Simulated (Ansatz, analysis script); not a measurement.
# Cr: moments against volume

Wanted: energy and moment of Cr against volume, with typed moments, small moments and no spin.

Program: Ansatz 0.2.0. Level of theory: PBEsol, PAW (harder files). Results are calculated unless marked as measured.

**1. Set-up**

It takes space group Im-3m (No. 229, cubic). Conventional cell: a = 2.969 Å, b = 2.969 Å, c = 2.969 Å, α = 90.00°, β = 90.00°, γ = 90.00°. Cr has 8 Cr at 2.57 Å nearest.

The cell of this run holds 2 atoms, 2 of them with a starting moment; values «a cell» refer to the cell of the run in question.

**2. The collinear state**

A collinear run comes first: it shows whether moments survive, and how large they are.

The input, input.yaml:

```yaml
crystal:
  lattice:
    - [2.9688993551, 0.0, 0.0]
    - [0.0, 2.9688993551, 0.0]
    - [0.0, 0.0, 2.9688993551]
  atoms:
    - { symbol: Cr, position: [0.0, 0.0, 0.0], spin: 2.5 }
    - { symbol: Cr, position: [0.5, 0.5, 0.5], spin: -2.5 }
magnetization:
  spin_polarized: true
kpoints:
  mp_grid: { grid: [9, 9, 9] }
hamiltonian:
  xc: pbesol
  pseudopotentials: { kind: paw, source: ansatz }
scf:
  occupations: { method: fermi_dirac, width: 0.1 }
  max_iter: 120
  convergence: { dr2_threshold: 1.0e-08 }
output:
  write_density: true
  write_potential: true
  elf: true
  volumetric_format: npy
```

The run is started by

```bash
> ansatz run input.yaml --threads 2 --pin off --max-ram 5120MiB --backend cpu --events-out ev --progress --plain --runs-dir out
```

Numbers of over 12 decimals in the logs are rounded to 6 here.

Log:

```text
Engine: ansatz 0.2.0, aarch64-unknown-linux-gnu
Pseudopotentials: kind: paw
Pseudopotential: Cr, paw, valence charge 14, recommended cutoff 930 eV (normal), Cr.paw.azcp
Functional definition: PBEsol
  exchange = pbesol_x
  correlation = pbesol_c
Crystal: 2 atoms, lattice volume = 26.169 Å³
Basis set: ecut = 930 eV, 1743 PW (Γ)
Bands: 21, of which v1, the nominal top of the filled ones, is band 14 counted from 1 (13 counted from 0)
Symmetry: 48 space group operations
Space group: Pm-3m (ITA 221), of the structure as read, at distance tolerance 3.0e-5 Å
Magnetic group: BNS 221.97 (UNI 1599), of the structure as read, at distance tolerance 3.0e-5 Å
k-points: 35 of 729
Non-local potential: Cr, projectors of the file, l = 0: 3, l = 1: 2, l = 2: 3, l = 3: 1
PAW form: soft (Blöchl's): semilocal exchange-correlation on the pseudo side does not see the compensation charge
PAW frozen core: Cr, regenerated for the run's functional, and the local potential with it (the file was generated under x = pbe(κ = 0.804, μ = 0.219515), c = pbe(β = 0.066725))
PAW one-centre angular grid: Cr, 590 points (default); XC on 64 Gauss nodes
Initial density: superposition of atomic densities (chi_scale 0.1, normalization cell)
Starting moments: Σ|m| = 5 μB on 2 of 2 sites
Starting magnetic order: antiferromagnet; a translation exchanges its spin sublattices: spin-degenerate at every k-point
Initial wavefunctions: pseudopotential atomic-orbital guess
Functional: x = pbesol(κ = 0.804, μ = 0.123457), c = pbesol(β = 0.046)
SCF iter   1: F=—  HF=-6698.034936 eV  |F-HF|=—  |Δ(HF+E_count)|=         —  Δρ=1.22e-1 (↑1.22e-1 ↓1.22e-1)  dr2=9.42e0  dr2_m=9.95e-1  M=0.000 μB ∫|m|=2.938 μB  β_m=0.30  ethr=3.10e-3  ⟨swp⟩=4.4  Hψ=2765  notcnv=0
Mixer restart at iter 1: flushing history
preconditioner: auto → none  [metal: Δε(μ)=0.024 eV  Ē_g=5.770 eV  σ=0.100 eV  W_gap=0.06  n_scr=6 (ndim 8)  ℏωp=25.1 eV  f_vac=0.000  D(μ)=0.73/eV (n_scr^D=6)  sad-step TF]
SCF iter   2: F=—  HF=-6698.388089 eV  |F-HF|=—  |Δ(HF+E_count)|=   3.53e-1  Δρ=6.99e-2 (↑6.99e-2 ↓6.99e-2)  dr2=3.13e0  dr2_m=3.43e-1  M=0.000 μB ∫|m|=3.015 μB  β_m=0.48  ethr=3.10e-3  ⟨swp⟩=2.0  Hψ=1676  notcnv=0  defer=1
SCF iter   3: F=—  HF=-6698.111849 eV  |F-HF|=—  |Δ(HF+E_count)|=   2.76e-1  Δρ=1.77e-2 (↑1.77e-2 ↓1.77e-2)  dr2=8.00e-2  dr2_m=9.80e-3  M=0.000 μB ∫|m|=3.258 μB  β_m=0.68  ethr=3.10e-3  ⟨swp⟩=2.7  Hψ=1619  notcnv=0  defer=1
SCF iter   4: F=—  HF=-6698.127008 eV  |F-HF|=—  |Δ(HF+E_count)|=   1.52e-2  Δρ=3.88e-3 (↑3.88e-3 ↓3.88e-3)  dr2=6.19e-3  dr2_m=1.55e-3  M=0.000 μB ∫|m|=3.349 μB  β_m=0.71  ethr=2.86e-4  ⟨swp⟩=3.0  Hψ=1705  notcnv=0
SCF iter   5: F=—  HF=-6698.129560 eV  |F-HF|=—  |Δ(HF+E_count)|=   2.55e-3  Δρ=5.73e-4 (↑5.73e-4 ↓5.73e-4)  dr2=2.18e-5  dr2_m=6.09e-5  M=0.000 μB ∫|m|=3.349 μB  β_m=0.86  ethr=2.21e-5  ⟨swp⟩=3.0  Hψ=1310  notcnv=0
SCF iter   6: F=—  HF=-6698.129576 eV  |F-HF|=—  |Δ(HF+E_count)|=   1.55e-5  Δρ=9.79e-5 (↑9.79e-5 ↓9.79e-5)  dr2=3.10e-6  dr2_m=1.50e-6  M=0.000 μB ∫|m|=3.353 μB  β_m=0.93  ethr=7.78e-8  ⟨swp⟩=2.1  Hψ=1219  notcnv=0
SCF iter   7: F=—  HF=-6698.129578 eV  |F-HF|=—  |Δ(HF+E_count)|=   2.16e-6  Δρ=5.38e-5 (↑5.38e-5 ↓5.38e-5)  dr2=1.57e-7  dr2_m=6.33e-7  M=0.000 μB ∫|m|=3.354 μB  β_m=0.96  ethr=1.11e-8  ⟨swp⟩=2.7  Hψ=1236  notcnv=0
SCF iter   8: F=—  HF=-6698.129578 eV  |F-HF|=—  |Δ(HF+E_count)|=   3.38e-8  Δρ=1.00e-5 (↑1.00e-5 ↓1.00e-5)  dr2=1.52e-9  dr2_m=2.27e-8  M=0.000 μB ∫|m|=3.355 μB  β_m=0.98  ethr=5.60e-10  ⟨swp⟩=2.1  Hψ=1123  notcnv=0
SCF iter   9: F=-6698.129578 eV  HF=-6698.129578 eV  |F-HF|=3.24e-10  |Δ(HF+E_count)|=   1.77e-9  Δρ=1.26e-6 (↑1.26e-6 ↓1.26e-6)  dr2=4.13e-10  dr2_m=2.21e-10  M=0.000 μB ∫|m|=3.355 μB  ethr=5.42e-12  ⟨swp⟩=1.1  Hψ=2203  notcnv=0
SCF 1 converged in 9 iterations: F = -6698.129578 eV  dr2 = 4.13e-10
  greatest PAW one-centre occupation: 0.945 electrons in one spin orbital (limit 2), on the Cr atom at site 1 (counted from 0), in its partial waves of l = 0
Initial density: read from a saved state, or passed on in memory by an earlier SCF of this step, an earlier step, the calling program or the single point that the run made first
Starting moments: Σ|m| = 5 μB on 2 of 2 sites; this step starts from the density that it was given
Initial wavefunctions: those read from a saved state, or passed on in memory by an earlier step or the calling program
the translation (0.5, 0.5, 0.5) carries every atom to within crystal.symmetry.tolerance of an atom of its element with the starting moment reversed, but both spin channels are solved: the run starts from a saved state that isn't shown to keep it, or this solve from the single point that its walk made first
iter 1 solved again at ethr=1.48e-12 eV; its pass at ethr=3.57e-6 eV (dr2=4.14e-10 eV) is discarded
SCF iter   1: F=—  HF=-6698.129578 eV  |F-HF|=—  |Δ(HF+E_count)|=         —  Δρ=1.26e-6 (↑1.26e-6 ↓1.26e-6)  dr2=4.14e-10  dr2_m=2.22e-10  M=0.000 μB ∫|m|=3.355 μB  ethr=1.48e-12  ⟨swp⟩=1.0  Hψ=7496  notcnv=0
preconditioner: auto → none  [metal: Δε(μ)=0.137 eV  Ē_g=5.487 eV  σ=0.100 eV  W_gap=0.30  n_scr=6 (ndim 8)  ℏωp=25.1 eV  f_vac=0.000  D(μ)=0.76/eV (n_scr^D=6)]
SCF iter   2: F=—  HF=-6698.119640 eV  |F-HF|=—  |Δ(HF+E_count)|=   9.94e-3  Δρ=9.95e-3 (↑9.95e-3 ↓9.95e-3)  dr2=1.98e-2  dr2_m=1.72e-2  M=0.000 μB ∫|m|=2.734 μB  ethr=3.57e-6  ⟨swp⟩=1.0  Hψ=6928  notcnv=0
SCF iter   3: F=—  HF=-6698.129435 eV  |F-HF|=—  |Δ(HF+E_count)|=   9.79e-3  Δρ=6.93e-4 (↑6.93e-4 ↓6.93e-4)  dr2=9.55e-5  dr2_m=6.49e-5  M=-0.000 μB ∫|m|=3.418 μB  ethr=3.57e-6  ⟨swp⟩=1.0  Hψ=4612  notcnv=0
an SCF towards the filling of the open d shells in which the orbitals that avoid the neighbouring atoms hold both spins ahead of the others, with the run's symmetry operations kept and the antiferromagnet's anti-translation given up, reached no lower state that the run goes on to. This is no proof of a minimum
the translation (0.5, 0.5, 0.5) carries every atom to within crystal.symmetry.tolerance of an atom of its element with the starting moment reversed, but both spin channels are solved: the run starts from a saved state that isn't shown to keep it, or this solve from the single point that its walk made first
iter 1 solved again at ethr=1.48e-12 eV; its pass at ethr=3.57e-6 eV (dr2=4.14e-10 eV) is discarded
SCF iter   1: F=—  HF=-6698.129578 eV  |F-HF|=—  |Δ(HF+E_count)|=         —  Δρ=1.26e-6 (↑1.26e-6 ↓1.26e-6)  dr2=4.14e-10  dr2_m=2.22e-10  M=0.000 μB ∫|m|=3.355 μB  ethr=1.48e-12  ⟨swp⟩=1.0  Hψ=7496  notcnv=0
SCF iter   2: F=—  HF=-6698.128397 eV  |F-HF|=—  |Δ(HF+E_count)|=   1.18e-3  Δρ=7.43e-3 (↑4.43e-3 ↓7.43e-3)  dr2=1.23e-2  dr2_m=5.58e-3  M=-0.001 μB ∫|m|=3.082 μB  ethr=3.57e-6  ⟨swp⟩=1.0  Hψ=6664  notcnv=0
SCF iter   3: F=—  HF=-6698.129611 eV  |F-HF|=—  |Δ(HF+E_count)|=   1.21e-3  Δρ=5.61e-4 (↑4.54e-4 ↓5.61e-4)  dr2=2.23e-4  dr2_m=3.44e-6  M=-0.000 μB ∫|m|=3.363 μB  ethr=3.57e-6  ⟨swp⟩=1.0  Hψ=4068  notcnv=0
an SCF towards the filling of the open d shells in which the orbitals that avoid the neighbouring atoms hold both spins ahead of the others, with the run's symmetry operations kept and the antiferromagnet's anti-translation given up, reached no lower state that the run goes on to. This is no proof of a minimum
SCF converged after 9 iterations
Magnetization: 0.0000 μB (14.0000 up, 14.0000 down)
Absolute magnetization: 3.3554 μB (∫|ρ↑−ρ↓|, with the PAW one-centre terms)
Spin contamination: 0.9053 ħ² per cell (⟨S²⟩ above its minimum at these occupations)
Per-site moments (μB) at R_I (Å): [(1.569815, 1.060596), (-1.569815, 1.060596)]
Free energy (F): -6698.129578 eV
Harris-Foulkes:  -6698.129578 eV  (|F-HF|=3.24e-10)
Internal energy: -6698.104189 eV  (E = F + TS)
E sigma→0 (E₀):  -6698.116884 eV
Entropy (-TS):   -0.025388 eV (-12.694 meV/atom)
Fermi energy:    16.602112 eV
--- Per-component energies (eV) ---
  E_band       = -359.496036
  E_kinetic    = 1399.299397
  E_local      = -4105.589282  (includes V_loc(G=0)·N_el)
  E_nonlocal   = 977.469832
  E_hartree    = 1106.093488
  E_xc         = -415.761830
  E_vxc        = -543.737379  (∫ρ·V_xc dr)
  E_paw        = -2200.362571  (= ΣΔE_a)
  E_vpaw       = -299.124276  (= ΣTr[D̂ρ^β])
  E_aug_tail   = 0.000021  (compensation charges beyond the density's cutoff)
  E_ewald      = -3459.571505
  E_core_change = 0.318262  (= ΣΔE_core)
  E_smearing   = -0.025388  (= −TS)
  E_closure    = 0.000000  (closes the sum)
  Σ components = -6698.129578   (vs F -6698.129578, Δ=0.00e0)
--- Band table (eV; the first three rows and the last of 70) ---
  k-point 0 ↑: bands = [... 10 lower, 12.9724, 15.7950, 15.7950, 15.7950, 17.8069, 17.8069, 19.1126, 19.1126, ... 3 higher]
  k-point 1 ↑: bands = [... 10 lower, 13.0918, 15.7726, 15.7726, 15.8630, 17.6530, 17.8641, 18.8235, 18.8235, ... 3 higher]
  k-point 2 ↑: bands = [... 10 lower, 13.4376, 15.7258, 15.7258, 16.0531, 17.2179, 18.0095, 18.1917, 18.1917, ... 3 higher]
  k-point 34 ↓: bands = [... 10 lower, 14.1740, 15.0750, 15.1265, 15.1265, 17.4068, 17.4068, 18.7230, 18.7230, ... 3 higher]
```

Wall time 17 s (2 threads of Arm Neoverse V1, shared host); peak memory 0.56 GiB; 33 s of CPU time.

Reading the cycles: dr2 is the Hartree energy of the density residual (eV), the measure of convergence; HF is the Harris–Foulkes estimate of the energy, which meets the free energy F at convergence.

Spin moment in the atom's sphere by atom:

```csv
atom,spin moment in the atom's sphere (μB)
Cr1,1.57
Cr2,-1.57
```

Tables count atoms from 1; parts of the log count from 0.

The run ends antiferromagnetic, with a net moment of 0 μB a cell. Only this order was typed.

Spin density in the ac plane at fractional y = 0.000, with atoms of Cr within 0.2 Å of it.

Ten even steps from '0' (0.0 e/Å³) to '9' (2.2 e/Å³):
```
774100000000147
443100000000134
111000000000011
000000000000000
000000000000000
000000000000000
000000000000000
000000000000000
000000000000000
000000000000000
000000000000000
111000000000011
443100000000134
774100000000147
974100000000147
```
Columns run along a (3.0 Å), rows up along c (3.0 Å). Atoms in or near the plane, at fractional coordinates: Cr at (0.00, 0.00).

Valence density in the ac plane at fractional y = 0.000, with atoms of Cr within 0.2 Å of it. It is the smooth field of the valence electrons, not physical close to the nuclei.

Ten even steps from '0' (0 e/Å³) to '9' (17 e/Å³):
```
995100000000159
652000000000025
110000000000001
000000000000000
000000000000000
000000000000000
000000000000000
000000000000000
000000000000000
000000000000000
000000000000000
110000000000001
652000000000025
995100000000159
996100000000169
```
Columns run along a (3.0 Å), rows up along c (3.0 Å). Atoms in or near the plane, at fractional coordinates: Cr at (0.00, 0.00).

ELF in the ac plane at fractional y = 0.000, with atoms of Cr within 0.2 Å of it. It is the smooth field of the valence electrons, not physical close to the nuclei.

Values, 15 rows by 15 columns:
```
0.47 0.63 0.76 0.57 0.21 0.11 0.22 0.40 0.40 0.22 0.11 0.21 0.57 0.76 0.63
0.72 0.76 0.75 0.47 0.18 0.15 0.28 0.44 0.44 0.28 0.15 0.18 0.47 0.75 0.76
0.58 0.57 0.47 0.27 0.17 0.22 0.37 0.48 0.48 0.37 0.22 0.17 0.27 0.47 0.57
0.22 0.21 0.18 0.17 0.22 0.33 0.44 0.49 0.49 0.44 0.33 0.22 0.17 0.18 0.21
0.10 0.11 0.15 0.22 0.33 0.42 0.46 0.47 0.47 0.46 0.42 0.33 0.22 0.15 0.11
0.20 0.22 0.28 0.37 0.44 0.46 0.46 0.45 0.45 0.46 0.46 0.44 0.37 0.28 0.22
0.38 0.40 0.44 0.48 0.49 0.47 0.45 0.43 0.43 0.45 0.47 0.49 0.48 0.44 0.40
0.38 0.40 0.44 0.48 0.49 0.47 0.45 0.43 0.43 0.45 0.47 0.49 0.48 0.44 0.40
0.20 0.22 0.28 0.37 0.44 0.46 0.46 0.45 0.45 0.46 0.46 0.44 0.37 0.28 0.22
0.10 0.11 0.15 0.22 0.33 0.42 0.46 0.47 0.47 0.46 0.42 0.33 0.22 0.15 0.11
0.22 0.21 0.18 0.17 0.22 0.33 0.44 0.49 0.49 0.44 0.33 0.22 0.17 0.18 0.21
0.58 0.57 0.47 0.27 0.17 0.22 0.37 0.48 0.48 0.37 0.22 0.17 0.27 0.47 0.57
0.72 0.76 0.75 0.47 0.18 0.15 0.28 0.44 0.44 0.28 0.15 0.18 0.47 0.75 0.76
0.47 0.63 0.76 0.57 0.21 0.11 0.22 0.40 0.40 0.22 0.11 0.21 0.57 0.76 0.63
0.18 0.47 0.72 0.58 0.22 0.10 0.20 0.38 0.38 0.20 0.10 0.22 0.58 0.72 0.47
```
Columns run along a (3.0 Å), rows up along c (3.0 Å). Atoms in or near the plane, at fractional coordinates: Cr at (0.00, 0.00).

**3. Denser mesh**

Levels at the Fermi energy are partly filled, so moments and energy differences can hang on the k-mesh, and the state is solved again on a denser one.

input.yaml, the sections that differ from step 2:

```yaml
crystal:
  lattice:
    - [2.9688993551, 0.0, 0.0]
    - [0.0, 2.9688993551, 0.0]
    - [0.0, 0.0, 2.9688993551]
  atoms:
    - { symbol: Cr, position: [0.0, 0.0, 0.0], spin: 1.57 }
    - { symbol: Cr, position: [0.5, 0.5, 0.5], spin: -1.57 }
kpoints:
  mp_grid: { grid: [13, 13, 13] }
basis:
  ecutwfc: 930.0
checkpoint:
  read: start
  write: ck
  compress: false
  write_wavefunctions: false
  write_every: 100000
# magnetization, hamiltonian, scf: as in step 2
# output: removed
```

Log:

```text
[...]
SCF converged after 6 iterations
Magnetization: -0.0000 μB (14.0000 up, 14.0000 down)
Absolute magnetization: 3.3554 μB (∫|ρ↑−ρ↓|, with the PAW one-centre terms)
[...]
Per-site moments (μB) at R_I (Å): [(1.569635, 1.060596), (-1.569635, 1.060596)]
Free energy (F): -6698.132637 eV
[...]
Internal energy: -6698.110926 eV  (E = F + TS)
E sigma→0 (E₀):  -6698.121781 eV
Entropy (-TS):   -0.021711 eV (-10.855 meV/atom)
Fermi energy:    16.604120 eV
[...]
```

Run time: 36 s. Hardware: 2 threads; peak memory 0.91 GiB.

Spin moment in the atom's sphere by atom:

```csv
atom,spin moment in the atom's sphere (μB)
Cr1,1.57
Cr2,-1.57
```

The run ends antiferromagnetic, with a net moment of 0 μB a cell, against 0 μB on the first mesh.

The cell's volume is scaled by the factor named; fractional positions stay, and energies count from the lowest run.

**4. Factor 0.7, typed moments**

Three starts at each size show whether high-spin, low-spin and non-magnetic states coexist. One mesh, built for the smallest cell, and one cutoff serve all sizes, so that energies can be subtracted.

input.yaml, the sections that differ from step 3:

```yaml
crystal:
  lattice:
    - [2.63609762, 0.0, 0.0]
    - [0.0, 2.63609762, 0.0]
    - [0.0, 0.0, 2.63609762]
  atoms:
    - { symbol: Cr, position: [0.0, 0.0, 0.0], spin: 2.5 }
    - { symbol: Cr, position: [0.5, 0.5, 0.5], spin: -2.5 }
kpoints:
  mp_grid: { grid: [14, 14, 14] }
output:
  stress: true
# magnetization, hamiltonian, scf, basis: as in step 3
# checkpoint: removed
```

The run is started by

```bash
> ansatz run input.yaml --threads 1 --pin off --max-ram 2560MiB --backend cpu --events-out ev --progress --plain --runs-dir out
```

Log:

```text
Warning: output.stress: scf.convergence.dr2_threshold = 1e-8 eV is looser than the 2e-10 eV advised for a printed stress (1e-10 eV for each atom of the cell: 2). What an SCF threshold leaves in a stress goes as its square root, and in the free energy as the threshold itself, and one threshold admits the most on a small cell: [figures from the program's tests cut] Set scf.convergence.dr2_threshold to 2e-10 eV or tighter. The threshold is an SCF's pass mark: one that does not reach it within its budget of iterations ends unconverged, or closes short of it on a stop that the run arms, and scf.convergence.dr2_threshold's page says what that costs each kind of run
[...]
Crystal: 2 atoms, lattice volume = 18.318 Å³
Basis set: ecut = 930 eV, 1189 PW (Γ)
Bands: 21, of which v1, the nominal top of the filled ones, is band 14 counted from 1 (13 counted from 0)
Symmetry: 48 space group operations
[...]
k-points: 120 of 2744
[...]
Starting moments: Σ|m| = 5 μB on 2 of 2 sites
[...]
SCF iter   1: F=—  HF=-6698.406576 eV  |F-HF|=—  |Δ(HF+E_count)|=         —  Δρ=1.79e-1 (↑1.79e-1 ↓1.79e-1)  dr2=6.46e0  dr2_m=3.31e0  M=0.000 μB ∫|m|=1.462 μB  β_m=0.30  ethr=3.10e-3  ⟨swp⟩=4.5  Hψ=19461  notcnv=0
[...]
SCF iter  12: F=-6697.594097 eV  HF=-6697.594097 eV  |F-HF|=4.55e-12  |Δ(HF+E_count)|=    0.00e0  Δρ=7.33e-8 (↑7.33e-8 ↓2.73e-8)  dr2=1.71e-12  dr2_m=1.71e-13  M=-0.000 μB ∫|m|=0.000 μB  ethr=1.00e-12  ⟨swp⟩=1.1  Hψ=11057  notcnv=0
SCF 1 converged in 12 iterations: F = -6697.594097 eV  dr2 = 1.71e-12
[...]
WARN: the starting moments were not kept: the SCF closed with an absolute magnetisation of 2.7e-6 μB, where they sum to 5 μB in size (2 sites). That is at most 0.1 of that sum. Measured as dr2_m measures the in/out step, that magnetisation stands 3.7e-12 eV from none, at or under the dr2_threshold of 1.0e-8 eV: it is no larger than a step whose dr2_m would equal this threshold. The system may hold no moment; this SCF [...]
SCF converged after 12 iterations
Magnetization: -0.0000 μB (14.0000 up, 14.0000 down)
Absolute magnetization: 0.0000 μB (∫|ρ↑−ρ↓|, with the PAW one-centre terms)
[...]
Per-site moments (μB) at R_I (Å): [(1.2486218617374379e-6, 0.941708), (-1.2582489392981383e-6, 0.941708)]
Free energy (F): -6697.594097 eV
[...]
Internal energy: -6697.550726 eV  (E = F + TS)
E sigma→0 (E₀):  -6697.572412 eV
Entropy (-TS):   -0.043371 eV (-21.685 meV/atom)
Fermi energy:    25.104702 eV
[...]
--- Stress (GPa, compression-positive) ---
       83.244032       0.000000       0.000000
       -0.000000      83.244032       0.000000
       -0.000000       0.000000      83.244032
  P = ⅓ Tr σ = 83.2440 GPa (832.440 kbar)
--- Band table (eV; the first three rows and the last of 240) ---
  k-point 0 ↑: bands = [... 10 lower, 19.0052, 23.7879, 23.7879, 23.7879, 26.5401, 26.5401, 28.4781, 28.4781, ... 3 higher]
  k-point 1 ↑: bands = [... 10 lower, 19.1107, 23.7799, 23.7799, 23.8390, 26.4193, 26.5854, 28.2688, 28.2688, ... 3 higher]
  k-point 2 ↑: bands = [... 10 lower, 19.4093, 23.7646, 23.7646, 23.9906, 26.0678, 26.7174, 27.7251, 27.7251, ... 3 higher]
  k-point 119 ↓: bands = [... 10 lower, 22.1269, 22.1269, 22.1269, 22.1269, 27.1696, 27.1696, 27.1696, 27.1696, ... 3 higher]
```

It took 57 s on 1 thread; peak memory 0.56 GiB.

It ends non-magnetic, with 0 μB on the largest site.

**5. Factor 0.7, starting moments cut to 30 %**

A self-consistent run from these starting moments shows which magnetic state they lead to.

input.yaml, the sections that differ from step 4:

```yaml
crystal:
  lattice:
    - [2.63609762, 0.0, 0.0]
    - [0.0, 2.63609762, 0.0]
    - [0.0, 0.0, 2.63609762]
  atoms:
    - { symbol: Cr, position: [0.0, 0.0, 0.0], spin: 0.75 }
    - { symbol: Cr, position: [0.5, 0.5, 0.5], spin: -0.75 }
# magnetization, kpoints, hamiltonian, scf, basis, output: as in step 4
```

Log:

```text
[...]
Crystal: 2 atoms, lattice volume = 18.318 Å³
Basis set: ecut = 930 eV, 1189 PW (Γ)
Bands: 19, of which v1, the nominal top of the filled ones, is band 14 counted from 1 (13 counted from 0)
Symmetry: 48 space group operations
[...]
k-points: 120 of 2744
[...]
k-point 1 ↑: bands = [... 10 lower, 19.1107, 23.7799, 23.7799, 23.8390, 26.4193, 26.5854, 28.2688, 28.2688, ... 1 higher]
  k-point 2 ↑: bands = [... 10 lower, 19.4093, 23.7646, 23.7646, 23.9906, 26.0678, 26.7174, 27.7251, 27.7251, ... 1 higher]
  k-point 119 ↓: bands = [... 10 lower, 22.1269, 22.1269, 22.1269, 22.1269, 27.1696, 27.1696, 27.1696, 27.1696, ... 1 higher]
[key lines of the parts left out:]
SCF converged after 12 iterations
Magnetization: -0.0000 μB (14.0000 up, 14.0000 down)
Free energy (F): -6697.594097 eV
Fermi energy:    25.104703 eV
P = ⅓ Tr σ = 83.2440 GPa (832.440 kbar)
```

It took 55 s on 1 thread; peak memory 0.53 GiB.

It ends non-magnetic, with 0 μB on the largest site.

[end of part 1 of 2]

[Logs and program files are shortened in this print: banners, set-up blocks, solver, clock and traceback lines can be left out without a mark of their own.]

[Logs are printed without paths, hosts, clocks, repeated set-up lines and the standing remarks that a program may print on its own settings, such as how far it seeks lower states.]

[Hosts, paths, dates, database ids (printed as entryN), source tags and the programs' standing remarks are cut or masked in the printed files.]

[Where the input sets lower_state_search to off, the program did not look for lower states, so one may exist.]
